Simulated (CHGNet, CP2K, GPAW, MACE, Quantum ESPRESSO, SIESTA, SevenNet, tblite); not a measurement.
## Random packing of Si51C37H13 (at. %) (71 atoms) in tblite

How near does tblite come to plane waves for random packing of Si51C37H13 (at. %) (71 atoms)?

Main program and level: tblite 0.8.0; the method is named at each step.

### Step 1. The structure

The cell holds 71 atoms: 36 Si, 26 C and 9 H. Cell: a = 9.930 Å, b = 9.930 Å, c = 9.930 Å, α = 90.0°, β = 90.0°, γ = 90.0°. 71 atoms (36 Si, 26 C, 9 H) packed at random in a cube at 2.26 g/cm³ and pushed apart as soft spheres; a start for melting by ab initio MD, not an equilibrated structure. Then every atom was moved at random, 0.03 Å r.m.s. a Cartesian component (hydrogen 0.6 of that).

The yardstick, on the same geometry:

```
method                 : Kohn-Sham DFT, PBE, SSSP efficiency 1.3.0 pseudopotentials, plane waves (Quantum ESPRESSO 7.5); sssp-pbe-1.3.0-efficiency, cutoffs 45/360 Ry, Γ point
r.m.s. force component : 1.405 eV/Å
longest force          : 6.3 eV/Å
pressure               : -6.203 GPa
time                   : 98 s on 4 MPI ranks of Arm Neoverse V1, shared host
CPU time               : 6.5 min
```

### Step 2. GFN1-xTB

Method: GFN1-xTB tight binding, diagonalisation.

File run.py:

```python
import numpy as np
from ase.io import read
from tblite.ase import TBLite

atoms = read("structure.xyz")
atoms.calc = TBLite(method="GFN1-xTB", electronic_temperature=580, accuracy=1.0, max_iterations=250, mixer_damping=0.1, verbosity=1)
energy = atoms.get_potential_energy()
forces = atoms.get_forces()
print(f"energy {energy:.6f} eV")
print("forces (eV/A)")
for i, (a, f) in enumerate(zip(atoms, forces)):
    print(f"{i:4d} {a.symbol:2s} {f[0]:10.5f} {f[1]:10.5f} {f[2]:10.5f}")
stress = -atoms.get_stress(voigt=False) * 160.21766
print("stress (GPa, compression positive)")
for row in stress:
    print(" ".join(f"{x:10.4f}" for x in row))
print("charges (e)")
print(np.array2string(atoms.get_charges(), precision=4, suppress_small=True, max_line_width=110, threshold=100000))
```

File structure.xyz:

```xyz
71
Lattice="9.92950 0.00000 0.00000 0.00000 9.92950 0.00000 0.00000 0.00000 9.92950" Properties=species:S:1:pos:R:3 pbc="T T T"
Si 2.93933 3.56956 8.21239
Si 0.47850 2.58971 4.05600
Si 4.06762 1.52467 7.91500
Si 3.50333 4.32529 4.86009
Si 7.67382 5.60203 8.21199
Si 8.06265 5.52795 2.95422
Si 7.41227 1.66289 7.27832
Si 4.95313 9.67084 0.74451
Si 5.61454 6.96008 9.52259
Si 2.81690 1.02582 5.25390
Si 6.73200 5.08172 0.90160
Si 1.79605 3.40284 6.25340
Si 8.85662 3.59507 2.89157
Si 0.29501 3.62030 9.12332
Si 4.33999 2.80588 0.32807
Si 0.34227 5.99007 0.00328
Si 8.61315 6.24069 5.29401
Si 3.62645 5.45040 7.32211
Si 0.82067 6.78393 7.35746
Si 7.29332 8.64462 0.57412
Si 3.68345 7.53967 8.57968
Si 6.51852 8.36680 3.90577
Si 8.99623 2.14477 0.89018
Si 5.73538 7.93168 1.93933
Si 8.60848 1.45090 2.86546
Si 7.74878 9.42111 2.47672
Si 9.72555 8.15579 3.56777
Si 4.59736 9.63241 4.54503
Si 6.31407 1.67322 9.88065
Si 1.09135 1.59776 7.56400
Si 5.73915 1.84947 5.88720
Si 2.51336 5.65763 9.28925
Si 2.22600 3.59875 2.96793
Si 6.60232 0.80866 4.19511
Si 3.68583 0.44236 2.41197
Si 7.00506 8.72048 8.07576
C 9.88571 5.23255 3.57422
C 0.51365 9.79446 6.73607
C 5.25688 4.13405 6.21249
C 1.65445 0.59885 3.30543
C 7.14984 8.42071 5.91490
C 2.18618 2.78771 0.10942
C 6.10793 3.15053 7.97448
C 7.08708 4.22887 4.17724
C 0.52477 7.20067 1.43084
C 8.09552 0.59289 0.40483
C 9.87916 5.03892 6.19263
C 8.58336 3.00218 8.18648
C 7.64929 3.36878 6.36948
C 5.69010 1.61225 2.32678
C 3.95671 7.80667 3.79664
C 5.52090 2.89693 4.33750
C 5.83070 6.96991 7.49399
C 4.56519 5.18876 0.55466
C 2.84351 8.69973 2.20763
C 1.84887 5.82633 5.21765
[... 11 atom lines left out ...]
H 2.71055 6.53649 3.02482
H 9.08748 7.98262 6.58941
H 1.03932 1.29093 1.18211
H 8.30057 7.22987 2.09383
```

Launch:

```bash
$ OMP_NUM_THREADS=1 python run.py > output.txt
```

Log:

```text
------------------------------------------------------------
  cycle        total energy    energy error   density error
------------------------------------------------------------
      1     -113.4153052739  -1.1380263E+02   7.8495956E-01
      2     -119.8841995840  -6.4688943E+00   5.3727958E-01
      3     -119.8865945289  -2.3949448E-03   4.6373800E-01
      4     -120.5596360368  -6.7304151E-01   3.6468720E-01
      5     -120.7744920661  -2.1485603E-01   1.7436530E-01
      6     -120.6567011037   1.1779096E-01   8.8658623E-02
      7     -120.9499734156  -2.9327231E-01   3.4251034E-02
      8     -120.9635283552  -1.3554940E-02   2.0344363E-02
      9     -120.9790283516  -1.5499996E-02   1.1879082E-02
     10     -120.9809326479  -1.9042963E-03   6.8520841E-03
     11     -120.9821276287  -1.1949809E-03   4.0955206E-03
     12     -120.9823408246  -2.1319590E-04   3.0158554E-03
     13     -120.9824321152  -9.1290578E-05   2.0690340E-03
     14     -120.9824487502  -1.6635004E-05   1.4419720E-03
     15     -120.9824569967  -8.2464409E-06   9.2008598E-04
     16     -120.9824651168  -8.1201835E-06   5.7276548E-04
     17     -120.9824669411  -1.8242691E-06   3.3854690E-04
     18     -120.9824678825  -9.4142685E-07   2.1736507E-04
     19     -120.9824680580  -1.7542828E-07   1.2949778E-04
     20     -120.9824681655  -1.0755382E-07   9.6037439E-05
     21     -120.9824681743  -8.8045482E-09   7.2786605E-05
     22     -120.9824681893  -1.5002428E-08   4.2161434E-05
     23     -120.9824681962  -6.8258998E-09   2.4270797E-05
     24     -120.9824681982  -2.0775133E-09   1.6386588E-05
------------------------------------------------------------
 total:                                   3.020 sec
energy -3292.100644 eV
forces (eV/A)
   0 Si   -0.80514   -2.94852    3.07270
   1 Si    2.21316   -3.16186    3.30575
   2 Si    1.49188   -0.76822   -0.73416
   3 Si    0.41572    2.14468    0.46343
   4 Si   -1.39394   -0.68753   -0.63346
   5 Si   -3.48092    5.11416    0.67067
   6 Si    2.83786    2.14991    3.54933
   7 Si   -0.44643    1.32344   -2.06630
   8 Si    1.02022   -1.92508   -0.11234
   9 Si   -1.64310   -1.45557   -0.44921
  10 Si   -1.57093    0.08075   -0.88376
  11 Si   -2.91424    1.03625   -2.61398
  12 Si   -0.29940   -0.07537    0.18647
  13 Si   -1.37053   -1.85962    1.33485
  14 Si   -2.31910    1.72234    0.29542
  15 Si    0.13383    1.77551    1.93618
  16 Si    1.46624   -0.35953    0.67653
  17 Si    3.49357    2.47962   -5.75251
  18 Si   -0.52952   -0.72476   -2.55048
  19 Si    2.22812    0.54751   -8.22788
  20 Si   -2.69956    2.15341   -0.94177
  21 Si   -0.18132   -2.67039    9.12714
  22 Si    3.52365    0.73657   -5.61671
  23 Si   -6.08600   -6.13640    0.89716
[...]
63 H     1.22222   -0.47605    0.84926
  64 H    -0.15251    0.22202    0.01029
  65 H    -0.91826   -0.01239   -0.38684
  66 H    -0.15677   -0.03139   -0.72861
  67 H     1.20596    0.77743    0.52244
  68 H     0.69513   -0.53657    0.08699
  69 H    -1.01840    0.56652   -0.30513
  70 H     0.14601   -1.87828    0.60127
stress (GPa, compression positive)
   -5.3974     0.3517    -1.9848
    0.3517    -2.4861     0.9473
   -1.9848     0.9473    -3.1883
charges (e)
[ 0.0426  0.0565  0.0541  0.045   0.1469  0.0401  0.116   0.0175  0.1397  0.0708  0.1237  0.1306  0.0616
  0.1213  0.1797 -0.1808  0.0808  0.1263  0.1556  0.0911 -0.0936  0.0557  0.0043  0.0436  0.053   0.0872
  0.1234  0.0235  0.134   0.0763  0.1385  0.1231  0.0633  0.1414  0.0029  0.0865 -0.085  -0.1123 -0.1036
 -0.1519 -0.1096 -0.162  -0.1446 -0.1177 -0.1469 -0.0944 -0.1207 -0.0732 -0.0229 -0.1879 -0.038  -0.0664
 -0.0752 -0.1362 -0.0621 -0.0997 -0.0594 -0.1315 -0.0755 -0.1317 -0.1318 -0.0655 -0.0779  0.0045 -0.0273
  0.0449  0.0006  0.0296  0.0148  0.0094  0.0249]
```

Run time: 3.6 s. Hardware: 1 thread of Arm Neoverse V1, shared host; peak memory 0.12 GiB.

Banners, paths, timers and routine set-up lines are dropped from the logs unmarked, and long logs keep their key lines alone; longer cuts are marked.

Numbers from this run, and their distance from the reference:

```yaml
r_m_s_force_component: 2.064 eV/Å
r_m_s_difference_of_force_components: 800.2 meV/Å
longest_difference_of_force_vectors: 3528 meV/Å
force_difference_over_r_m_s_force: 56.93 %
slope_of_forces_against_the_reference_s: 1.416
correlation_of_force_components: 0.9644
pressure: -3.691 GPa
pressure_difference: 2.512 GPa
```

Length of the force difference by element (eV/Å):

```
element  atoms  mean  most
      C     26  0.88   1.7
      H      9  0.49  0.83
     Si     36   1.5   3.5
```

Local excerpt of 12 atoms (numbers count through the whole input) about Si10, picked at random; x, y, z are measured from there.

```
atom      x      y      z  distance (Å)  bonds  Mulliken charge (e)     Fx     Fy  Fz (eV/Å)
Si10   0.00   0.00   0.00          0.00      2                 0.07  -1.64  -1.46      -0.45
 C40  -1.16  -0.43  -1.95          2.31      1                -0.15   2.11   0.95       1.19
Si28   1.78  -1.32  -0.71          2.33      6                 0.02  -2.69  -2.70       0.58
Si12  -1.02   2.38   1.00          2.77      6                 0.13  -2.91   1.04      -2.61
 H65  -0.12  -2.88   0.39          2.91      0                -0.03  -0.15   0.22       0.01
Si30  -1.73   0.57   2.31          2.94      6                 0.08  -3.43  -4.59       0.47
 C38  -2.30  -1.16   1.48          2.97      1                -0.11   0.74   2.04       0.71
 Si3   1.25   0.50   2.66          2.98      4                 0.05   1.49  -0.77      -0.73
Si35   0.87  -0.58  -2.84          3.03      4                 0.00  -3.51   1.03       1.93
 Si2  -2.34   1.56  -1.20          3.06      4                 0.06   2.21  -3.16       3.31
Si31   2.92   0.82   0.63          3.10      6                 0.14  -3.91   3.22       1.16
 H66   1.26   1.74  -2.30          3.15      0                 0.04  -0.92  -0.01      -0.39
```

Atoms are counted from 1 here, from 0 in the log.

Forces lie 57 % from the reference's, at 0.0093 times its CPU time (on 1 against 4 cores).

### Step 3. GFN2-xTB

Method: GFN2-xTB tight binding, diagonalisation.

Changes to run.py since step 2:

```diff
@@ -5,3 +5,3 @@
 atoms = read("structure.xyz")
-atoms.calc = TBLite(method="GFN1-xTB", electronic_temperature=580, accuracy=1.0, max_iterations=250, mixer_damping=0.1, verbosity=1)
+atoms.calc = TBLite(method="GFN2-xTB", electronic_temperature=580, accuracy=1.0, max_iterations=250, mixer_damping=0.1, verbosity=1)
 energy = atoms.get_potential_energy()
```

structure.xyz is that of step 2.

Log:

```text
------------------------------------------------------------
  cycle        total energy    energy error   density error
------------------------------------------------------------
      1     -78.73619901491  -7.9493047E+01   5.3907509E-01
      2     -104.5345710379  -2.5798372E+01   4.5001673E-01
      3     -113.9057703308  -9.3711993E+00   3.9863902E-01
[...]
249     -116.2458053291  -2.0671066E-02   1.1046216E-01
    250     -116.2396015588   6.2037703E-03   1.1244300E-01
------------------------------------------------------------
 total:                                  19.098 sec
tblite.exceptions.TBLiteRuntimeError: SCF not converged in 250 cycles
The above exception was the direct cause of the following exception:
ase.calculators.calculator.CalculationFailed: SCF not converged in 250 cycles
```

Run time: 20 s. Hardware: 1 thread; peak memory 0.12 GiB.

The run stopped without converging, so its numbers are no property of the system.

### Step 4. Outcome

```yaml
force_difference_from_the_reference: tblite GFN1-xTB, 57 %
its_cpu_time: 3.6 s
```

In words: Tight binding differs by 57 % (tblite GFN1-xTB); it is another model, with fitted parameters of its own, and the xTB methods hold dispersion. One electronic-structure run takes under half the reference's CPU time: tblite GFN1-xTB, at 57 % in 3.6 s against 6.5 min; its pressure misses by +2.5 GPa. Periodic xTB results under one method name differ between programs and library versions. The reference's pressure holds the uncorrected Pulay stress of its 45 Ry basis, so small pressure differences, and their order, may be the reference's own error. The electron count is odd in QE PBE, sssp-1.3.0-efficiency, 45/360 Ry, and they have no spin polarisation, so the unpaired electron is spread evenly over both spins. The reference's stress is far from hydrostatic: its diagonal is -8.2, -6.3, -4.1 GPa, compression counted positive. The reference's pressure of -6.2 GPa belongs to a cell and atoms that aren't relaxed at this level. The electronic-structure runs sample only Γ, in a cell whose shortest periodic width is 10 Å, which is coarse for a cell with partly filled levels.

[Also dropped from logs without a mark: logging warnings of Python, and SIESTA's first energy breakdown and zero terms.]

[Logs are printed without paths, hosts, clocks, repeated set-up lines and the standing remarks that a program may print on its own settings, such as how far it seeks lower states.]

[Hosts, paths, dates, database ids (printed as entryN), source tags and the programs' standing remarks are cut or masked in the printed files.]
